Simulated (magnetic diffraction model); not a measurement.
## Which magnetic order? ErCoSiGe

Space group Cmcm (no. 63), a = 4.0680 Å, b = 16.2860 Å, c = 4.0050 Å.

| site | atom | x | y | z |
| --- | --- | --- | --- | --- |
| 4c | Er | 0 | 0.1102 | 1/4 |
| 4c | Ge | 1/2 | 0.2509 | 1/4 |
| 4c | Co | 1/2 | 0.1770 | 3/4 |
| 4c | Si | 1/2 | 0.0405 | 3/4 |

The compound is invented for this exercise: a known structure type with other elements, its cell scaled to their sizes and not relaxed.

Only Er is taken to order (form factors of Er3+); orders and moment sizes are assumed, and not adapted to the symmetry. Radiation: neutrons of λ = 2.36 Å, 5° to 75°; isotropic B of 0.37 Å² (Er), 0.41 Å² (Ge), 0.47 Å² (Co) and 0.61 Å² (Si). The intensities are simulated: I ∝ L Σ (|F_N|² + |F_M⊥|²) for unpolarised neutrons, with F_M = 2.695 fm/μB × Σ f(s) S exp(2πi Q·r) exp(−B s²) at Q = H ± k (one set where k and −k are equivalent), only the part normal to Q counting and L = 1/(sin²θ cos θ). For collinear order S is the moment m, which repeats by lattice and centring translations R with the sign exp(−2πi k·R). Form factors are spin-only for 3d ions and dipole or tabulated for f ions, scattering lengths are Sears's of 1992, and absorption is left out. A label names one of the reflections at its angle. The strongest nuclear line in the range is 100, and lines under 0.2 are left out.

Above the ordering temperature:

```tsv
2θ (°)	index	I
16.66	(0 2 0)	17.0
33.69	(0 4 0)	1.2
34.79	(1 1 0)	0.3
38.34	(0 2 1)	4.1
42.50	(1 3 0)	5.3
48.82	(0 4 1)	0.8
51.54	(0 6 0)	9.1
55.30	(1 5 0)	17.6
55.69	(1 3 1)	100.0
63.36	(0 6 1)	19.3
66.69	(1 5 1)	17.5
70.85	(0 8 0)	5.7
70.92	(2 0 0)	29.2
71.50	(1 7 0)	0.2
72.21	(0 0 2)	28.5
73.45	(2 2 0)	2.4
74.72	(0 2 2)	2.3
```

Below it (cell unchanged):

```
2θ (°)      I
 16.66   17.0
 17.20  152.1
 20.88   20.3
 26.84    0.7
 33.69    1.2
 33.97    6.3
 34.79    0.3
 38.34    4.1
 38.58    7.8
 40.48   41.7
 41.81    4.8
 42.50    5.3
 44.05   38.9
 48.82    0.8
 49.03   11.2
 50.18    1.4
 51.54    9.1
 51.77   16.2
 53.29    4.2
 55.30   17.6
 55.69  100.0
 56.24    0.3
 60.48    5.6
 62.18    3.9
 63.36   19.3
 63.57    2.7
 64.90   16.2
 65.87    7.1
 66.69   17.5
 67.53   18.2
 70.08    6.1
 70.85    5.7
 70.92   29.2
 71.39    6.5
 71.50    0.2
 72.21   28.5
```
(The table stops after 36 lines; 4 more lie at higher angle.)

**Question.** Check that the new lines index with k = (1/2 1/2 0), then choose among these models:
A. collinear moments along [010], 5.9 μB on Er; signs + at (0, 0.1102, 1/4), + at (1/2, 0.3898, 3/4)
B. collinear moments along [111], 5.9 μB on Er; signs + at (0, 0.1102, 1/4), − at (1/2, 0.3898, 3/4)
C. collinear moments along [010], 5.9 μB on Er; signs + at (0, 0.1102, 1/4), − at (1/2, 0.3898, 3/4)
D. collinear moments along [111], 5.9 μB on Er; signs + at (0, 0.1102, 1/4), + at (1/2, 0.3898, 3/4)

The new lines index as (1/2 1/2 0) at 17.20°, (1/2 -3/2 0) at 20.88°, (1/2 5/2 0) at 26.84° and (1/2 -7/2 0) at 33.97°, that is as H ± k with k = (1/2 1/2 0), one of 2 inequivalent arms of its star (k and −k counted as one), which a powder can't tell apart. Half indices mean that the moments reverse under translations with k·R a half-integer, and the magnetic cell has twice the primitive volume.

Magnetic intensity, observed (below minus above) and for each model:

| 2θ (°) | index | observed | A | B | C | D |
| --- | --- | --- | --- | --- | --- | --- |
| 17.20 | (1/2 1/2 0) | 152.1 | 19.8 | 127.8 | 152.1 | 16.6 |
| 20.88 | (1/2 -3/2 0) | 20.3 | 58.5 | 27.1 | 20.3 | 78.3 |
| 26.84 | (1/2 5/2 0) | 0.7 | 28.0 | 0.4 | 0.7 | 15.7 |
| 38.58 | (1/2 1/2 1) | 7.8 | 60.3 | 7.3 | 7.8 | 55.8 |
| 40.48 | (1/2 -3/2 1) | 41.7 | 14.5 | 42.6 | 41.7 | 14.8 |
| 44.05 | (1/2 5/2 1) | 38.9 | 1.0 | 33.9 | 38.9 | 0.9 |
| 63.57 | (3/2 -1/2 1) | 2.7 | 21.0 | 2.6 | 2.7 | 20.4 |
| 67.53 | (3/2 -5/2 1) | 18.2 | 0.5 | 19.8 | 18.2 | 0.5 |

Model C matches.

The structure used: k = (1/2 1/2 0), collinear moments along [010], 5.9 μB on Er; signs + at (0, 0.1102, 1/4), − at (1/2, 0.3898, 3/4).

[Logs are printed without paths, hosts, clocks, repeated set-up lines and the standing remarks that a program may print on its own settings, such as how far it seeks lower states.]
